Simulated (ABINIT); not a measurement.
## Quasiparticle gap of PbO (P4/nmm) in ABINIT

Aim: the G0W0 gap of PbO (P4/nmm) on PBE, step by step.

Method: PBE and many-body steps on it, plane waves, in ABINIT 10.8.3.

Report form: the programs' logs are mostly left out.

The database entry behind the starting cell differs from later determinations by our own check (c about 1 % long), so it need not match the best structure at ambient conditions.

## (1) Set-up

The structure is tetragonal, space group P4/nmm (No. 129). Conventional cell: a = 3.975 Å, b = 3.975 Å, c = 5.023 Å, α = 90.00°, β = 90.00°, γ = 90.00°. Nearest to Pb lie 4 O at 2.32 Å. Nearest to O lie 4 Pb at 2.32 Å. Farther neighbours and most contacts between anions are not listed.

The cell and positions come from the Crystallography Open Database and are kept as given unless a step says otherwise. Spin-orbit coupling is left out unless a step names it.

## (2) Ground state

This step: ABINIT 10.8.3; DFT, PBE, plane waves, norm-conserving pseudopotentials.

The ground-state density comes first.

Input file run.abi:

```
acell 3*1.0 Angstrom
rprim 
  3.974800000000 0.000000000000 0.000000000000
  0.000000000000 3.974800000000 0.000000000000
  0.000000000000 0.000000000000 5.022700000000
ntypat 2
znucl 82 8
natom 4
typat 1 1 2 2
xred 
  0.000000000000 0.500000000000 0.238514000000
  0.500000000000 0.000000000000 0.761486000000
  0.000000000000 0.000000000000 0.000000000000
  0.500000000000 0.500000000000 0.000000000000
pp_dirpath "pseudos"
pseudos "Pb.upf, O.upf"
ecut 42
ngkpt 6 6 4
nshiftk 1
shiftk 0 0 0
kptopt 1
chksymbreak 0
nband 34
occopt 1
tolvrs 1e-10
nstep 60
prtwf 0
optforces 0
optstress 0
indata_prefix "in"
outdata_prefix "out"
tmpdata_prefix "tmp"
```

Started as:

```bash
> OMP_NUM_THREADS=1 mpirun -n 8 abinit run.abi > log
```

The job ended after 96 s (8 MPI ranks of Arm Neoverse N1, shared host; peak memory 0.76 GiB).

This step gave:

* total energy: -12319.6059 eV
* gap: 1.175 eV
* k of the valence top: 0, 0, 0
* k of the conduction bottom: 0.5, 0.5, 0
* least direct gap: 2.178 eV

The gap is indirect, with the least direct gap 1.00 eV higher.

## (3) Bands along the symmetry lines

The cheap functional maps the bands first; the places of the edges decide which points the dearer methods must see.

Input file run.abi:

```
acell 3*1.0 Angstrom
rprim 
  3.974800000000 0.000000000000 0.000000000000
  0.000000000000 3.974800000000 0.000000000000
  0.000000000000 0.000000000000 5.022700000000
ntypat 2
znucl 82 8
natom 4
typat 1 1 2 2
xred 
  0.000000000000 0.500000000000 0.238514000000
  0.500000000000 0.000000000000 0.761486000000
  0.000000000000 0.000000000000 0.000000000000
  0.500000000000 0.500000000000 0.000000000000
pp_dirpath "pseudos"
pseudos "Pb.upf, O.upf"
ecut 42
iscf -2
irdden 1
kptopt 0
nkpt 75
kpt 
  0.00000000 0.00000000 0.00000000
  0.00000000 0.06250000 0.00000000
  0.00000000 0.12500000 0.00000000
  0.00000000 0.18750000 0.00000000
  0.00000000 0.25000000 0.00000000
  0.00000000 0.31250000 0.00000000
  0.00000000 0.37500000 0.00000000
  0.00000000 0.43750000 0.00000000
  0.00000000 0.50000000 0.00000000
  0.06250000 0.50000000 0.00000000
  0.12500000 0.50000000 0.00000000
  0.18750000 0.50000000 0.00000000
  0.25000000 0.50000000 0.00000000
  0.31250000 0.50000000 0.00000000
  0.37500000 0.50000000 0.00000000
  0.43750000 0.50000000 0.00000000
  0.50000000 0.50000000 0.00000000
  0.43750000 0.43750000 0.00000000
  0.37500000 0.37500000 0.00000000
  0.31250000 0.31250000 0.00000000
  0.25000000 0.25000000 0.00000000
  0.18750000 0.18750000 0.00000000
  0.12500000 0.12500000 0.00000000
  0.06250000 0.06250000 0.00000000
  0.00000000 0.00000000 0.00000000
  0.00000000 0.00000000 0.06250000
  0.00000000 0.00000000 0.12500000
  0.00000000 0.00000000 0.18750000
  0.00000000 0.00000000 0.25000000
  0.00000000 0.00000000 0.31250000
  0.00000000 0.00000000 0.37500000
  0.00000000 0.00000000 0.43750000
  0.00000000 0.00000000 0.50000000
  0.00000000 0.06250000 0.50000000
  0.00000000 0.12500000 0.50000000
  0.00000000 0.18750000 0.50000000
  0.00000000 0.25000000 0.50000000
  0.00000000 0.31250000 0.50000000
  0.00000000 0.37500000 0.50000000
  0.00000000 0.43750000 0.50000000
  0.00000000 0.50000000 0.50000000
  0.06250000 0.50000000 0.50000000
  0.12500000 0.50000000 0.50000000
  0.18750000 0.50000000 0.50000000
  0.25000000 0.50000000 0.50000000
  0.31250000 0.50000000 0.50000000
  0.37500000 0.50000000 0.50000000
  0.43750000 0.50000000 0.50000000
  0.50000000 0.50000000 0.50000000
  0.43750000 0.43750000 0.50000000
  0.37500000 0.37500000 0.50000000
  0.31250000 0.31250000 0.50000000
  0.25000000 0.25000000 0.50000000
  0.18750000 0.18750000 0.50000000
  0.12500000 0.12500000 0.50000000
  0.06250000 0.06250000 0.50000000
  0.00000000 0.00000000 0.50000000
  0.00000000 0.50000000 0.00000000
  0.00000000 0.50000000 0.06250000
  0.00000000 0.50000000 0.12500000
  0.00000000 0.50000000 0.18750000
  0.00000000 0.50000000 0.25000000
  0.00000000 0.50000000 0.31250000
  0.00000000 0.50000000 0.37500000
  0.00000000 0.50000000 0.43750000
  0.00000000 0.50000000 0.50000000
  0.50000000 0.50000000 0.00000000
  0.50000000 0.50000000 0.06250000
  0.50000000 0.50000000 0.12500000
  0.50000000 0.50000000 0.18750000
  0.50000000 0.50000000 0.25000000
  0.50000000 0.50000000 0.31250000
  0.50000000 0.50000000 0.37500000
  0.50000000 0.50000000 0.43750000
  0.50000000 0.50000000 0.50000000
istwfk *1
nband 35
nbdbuf 2
tolwfr 1e-08
nstep 40
prtwf 0
prtvol 0
indata_prefix "in"
outdata_prefix "out"
tmpdata_prefix "tmp"
```

Run time: 81 s. Hardware: 8 MPI ranks; peak memory 0.82 GiB; 11 min of CPU time.

This step gave:

```yaml
gap: 1.170 eV
k_of_the_valence_top: 0.0625, 0.0625, 0
k_of_the_conduction_bottom: 0.5, 0.5, 0
least_direct_gap: 2.178 eV
```

The gap is 1.170 eV, −0.005 eV from the run before at this level.

Electronic bands along the path, in eV, zero at the top of the highest filled band:

| point | band 25 | band 26 | band 27 | band 28 | band 29 | band 30 | band 31 | band 32 |
| --- | --- | --- | --- | --- | --- | --- | --- | --- |
| Γ | -1.70 | -1.62 | -1.62 | -0.01 | 2.42 | 5.56 | 5.59 | 5.59 |
| halfway | -2.49 | -2.03 | -1.93 | -0.23 | 3.56 | 3.57 | 5.53 | 5.91 |
| X | -2.97 | -2.97 | -1.69 | -1.69 | 3.38 | 3.38 | 6.63 | 6.63 |
| halfway | -2.18 | -2.18 | -1.43 | -1.43 | 2.51 | 2.51 | 5.42 | 5.42 |
| M | -1.70 | -1.70 | -1.01 | -1.01 | 1.17 | 1.17 | 5.26 | 5.26 |
| halfway | -2.82 | -2.70 | -1.24 | -0.51 | 3.06 | 3.43 | 4.74 | 5.16 |
| Γ | -1.70 | -1.62 | -1.62 | -0.01 | 2.42 | 5.56 | 5.59 | 5.59 |
| halfway | -1.72 | -1.63 | -1.63 | -0.38 | 2.11 | 4.54 | 4.54 | 5.02 |
| Z | -1.74 | -1.65 | -1.65 | -0.99 | 2.05 | 3.98 | 3.98 | 4.28 |
| halfway | -2.31 | -2.04 | -1.15 | -0.97 | 2.30 | 3.15 | 4.61 | 6.57 |
| R | -2.93 | -2.93 | -1.02 | -1.02 | 3.07 | 3.07 | 6.30 | 6.30 |
| halfway | -1.72 | -1.72 | -1.50 | -1.50 | 3.42 | 3.42 | 4.59 | 4.59 |
| A | -2.27 | -2.27 | -1.01 | -1.01 | 3.41 | 3.41 | 4.75 | 4.75 |
| halfway | -2.76 | -1.60 | -1.23 | -1.09 | 2.48 | 3.67 | 3.87 | 6.40 |
| Z | -1.74 | -1.65 | -1.65 | -0.99 | 2.05 | 3.98 | 3.98 | 4.28 |
| jump to X | -2.97 | -2.97 | -1.69 | -1.69 | 3.38 | 3.38 | 6.63 | 6.63 |
| halfway | -2.95 | -2.95 | -1.31 | -1.31 | 3.22 | 3.22 | 6.47 | 6.47 |
| R | -2.93 | -2.93 | -1.02 | -1.02 | 3.07 | 3.07 | 6.30 | 6.30 |
| jump to M | -1.70 | -1.70 | -1.01 | -1.01 | 1.17 | 1.17 | 5.26 | 5.26 |
| halfway | -2.00 | -2.00 | -1.01 | -1.01 | 2.00 | 2.00 | 5.56 | 5.56 |
| A | -2.27 | -2.27 | -1.01 | -1.01 | 3.41 | 3.41 | 4.75 | 4.75 |

## (4) Empty states on the mesh, 4×4×2 mesh, 95 bands

The sums over transitions need many empty states on a uniform mesh; this step solves for them.

Input file run.abi:

```
acell 3*1.0 Angstrom
rprim 
  3.974800000000 0.000000000000 0.000000000000
  0.000000000000 3.974800000000 0.000000000000
  0.000000000000 0.000000000000 5.022700000000
ntypat 2
znucl 82 8
natom 4
typat 1 1 2 2
xred 
  0.000000000000 0.500000000000 0.238514000000
  0.500000000000 0.000000000000 0.761486000000
  0.000000000000 0.000000000000 0.000000000000
  0.500000000000 0.500000000000 0.000000000000
pp_dirpath "pseudos"
pseudos "Pb.upf, O.upf"
ecut 42
ngkpt 4 4 2
nshiftk 1
shiftk 0 0 0
kptopt 1
chksymbreak 0
iscf -2
irdden 1
istwfk *1
nband 95
nbdbuf 8
tolwfr 1e-09
nstep 60
prtvol 0
indata_prefix "in"
outdata_prefix "out"
tmpdata_prefix "tmp"
```

Wall time 72 s (8 MPI ranks); peak memory 0.69 GiB.

Numbers from this step:

* gap: 1.175 eV
* k of the valence top: 0, 0, 0
* k of the conduction bottom: 0.5, 0.5, 0
* least direct gap: 2.178 eV
* k points computed: 12
* lowest point of the top converged band, above the valence top: 40.28 eV

On this mesh the gap is 1.175 eV.

## (5) Screening, 4×4×2 mesh, 87 bands, screening to 108.8 eV

The RPA dielectric matrix is built and inverted for each q.

This step: RPA screening on PBE, plane waves, norm-conserving pseudopotentials.

Changes to run.abi since step 4:

```diff
@@ -22,10 +22,11 @@
 chksymbreak 0
-iscf -2
-irdden 1
 istwfk *1
-nband 95
-nbdbuf 8
-tolwfr 1e-09
-nstep 60
-prtvol 0
+occopt 1
+irdwfk 1
+optdriver 3
+nband 87
+ecuteps 4
+inclvkb 2
+awtr 1
+symchi 1
 indata_prefix "in"
```

The job ended after 99 s (8 MPI ranks; peak memory 3.1 GiB).

This step gave:

```
ε∞ with local fields, on this mesh, along the program's q direction : 6.412
the same without local fields                                       : 7.238
plasma frequency                                                    : 31.19 eV
plane waves in the screening matrix                                 : 213
```

Local fields lower ε∞ by 11 %. On a Γ-centred mesh this coarse the value itself is usually too large, while a short band sum pulls it down.

## (6) Self-energy, 4×4×2 mesh, 87 bands, screening to 108.8 eV

The self-energy is evaluated for the states that the input lists, and the levels follow from it, in one-shot runs by the linearised quasiparticle equation.

This step: G0W0 on PBE, plane waves, norm-conserving pseudopotentials.

Changes to run.abi since step 5:

```diff
@@ -25,8 +25,17 @@
 irdwfk 1
-optdriver 3
+optdriver 4
 nband 87
+gwcalctyp 0
+ecutsigx 42
+symsigma 1
+nkptgw 2
+kptgw 
+  0.0000000000 0.0000000000 0.0000000000
+  0.5000000000 0.5000000000 0.0000000000
+bdgw 
+  26 30
+  27 30
 ecuteps 4
-inclvkb 2
-awtr 1
-symchi 1
+irdscr 1
+ppmodel 1
 indata_prefix "in"
```

Elapsed: 11 s, on 8 MPI ranks; peak memory 1.7 GiB.

Numbers from this step:

```
G0W0 gap on the points computed              : 1.201 eV
starting gap on the mesh                     : 1.175 eV
k of the valence top                         : 0, 0, 0
k of the conduction bottom                   : 0.5, 0.5, 0
Z at the valence top                         : 0.793
Z at the conduction bottom                   : 0.839
least direct G0W0 gap on the computed points : 2.114 eV
```

The gap on the mesh goes from 1.17 eV to 1.20 eV, a correction of +0.03 eV.

Limits: finite bands, cutoff and mesh; no spin-orbit coupling; coarse k mesh. v1 is the top filled band, c1 the lowest empty one. Levels before and after the correction, in eV, zero at the valence-band top of each column:

```
           conduction bottom  valence top
Kohn-Sham               1.17         0.00
     G0W0               1.20         0.00
```

```csv
,level,energy (eV)
Kohn-Sham,Γ v3-v2,-1.616
Kohn-Sham,Γ v1,0.000
Kohn-Sham,Γ c1,2.429
Kohn-Sham,Γ c2,5.567
Kohn-Sham,(0.5 0.5 0) v2-v1,-1.003
Kohn-Sham,(0.5 0.5 0) c1-c2,1.175
G0W0,Γ v3-v2,-1.651
G0W0,Γ v1,0.000
G0W0,Γ c1,2.866
G0W0,Γ c2,6.077
G0W0,(0.5 0.5 0) v2-v1,-0.913
G0W0,(0.5 0.5 0) c1-c2,1.201
```

## (7) Where the time went

Times are wall times on 8 MPI ranks of Arm Neoverse N1, shared host, good to a factor of about two.

```csv
step,time,share,memory (GiB)
ground state,96 s,27 %,0.76
bands along the symmetry lines,81 s,23 %,0.82
empty states on the mesh,72 s,20 %,0.69
screening,99 s,28 %,3.1
self-energy,11 s,3 %,1.7
```

## (8) What came out

| Item | Value |
| --- | --- |
| PBE gap | 1.17 eV, indirect |
| G0W0 gap on the mesh | 1.20 eV |
| GW settings | 4×4×2 mesh, 87 bands, screening to 108.8 eV, Godby-Needs plasmon pole |
| known limits | not at the basis limit; no spin-orbit coupling; coarse k mesh |

In words: G0W0 moves the gap on the mesh from 1.17 eV to 1.20 eV (+0.03 eV), with Z of 0.79 and 0.84 at the edges. Local fields lower the RPA ε∞ on this mesh from 7.24 to 6.41; a Γ-centred mesh this coarse tends to raise both, most where the direct gap is narrow, while a short band sum lowers them. Only 2 of the mesh's irreducible points were corrected, so a valley elsewhere could overtake. Bands and cutoff are finite, so the gap is not at the basis limit. The miss can reach some tenths of an eV and take either sign; the mesh is an error of its own. In the G0W0 run levels were corrected at 2 k points alone, so a gap called «on the mesh» is the least over those, and an edge elsewhere would be missed. The 4×4×2 mesh is coarse for this cell, which bears on the long-range parts of exchange and screening. Where an edge is built on 6p states of lead, bismuth or thallium, scalar-relativistic gaps usually stand too wide, by a few tenths to over one eV. The many-body steps are scalar-relativistic: spin-orbit coupling is not in them.

[Paths, hosts, dates, memory and timing lines, banners, echoed tables and standing remarks are left out of the program output.]

[Logs are printed without paths, hosts, clocks, repeated set-up lines and the standing remarks that a program may print on its own settings, such as how far it seeks lower states.]

[Runs of the session that timed out or met a known fault of the program may be left out.]

[Hosts, paths, dates, database ids (printed as entryN), source tags and the programs' standing remarks are cut or masked in the printed files.]

[G0W0 gaps are taken among the corrected bands and points alone; a level outside them can change the order at an edge.]

[Where Ansatz stands beside ABINIT at settings called matched, ABINIT's density can come from a denser mesh and the files from another edition; pairs whose starting gaps differed by over 0.03 eV were left out, so agreement reads better than it is.]
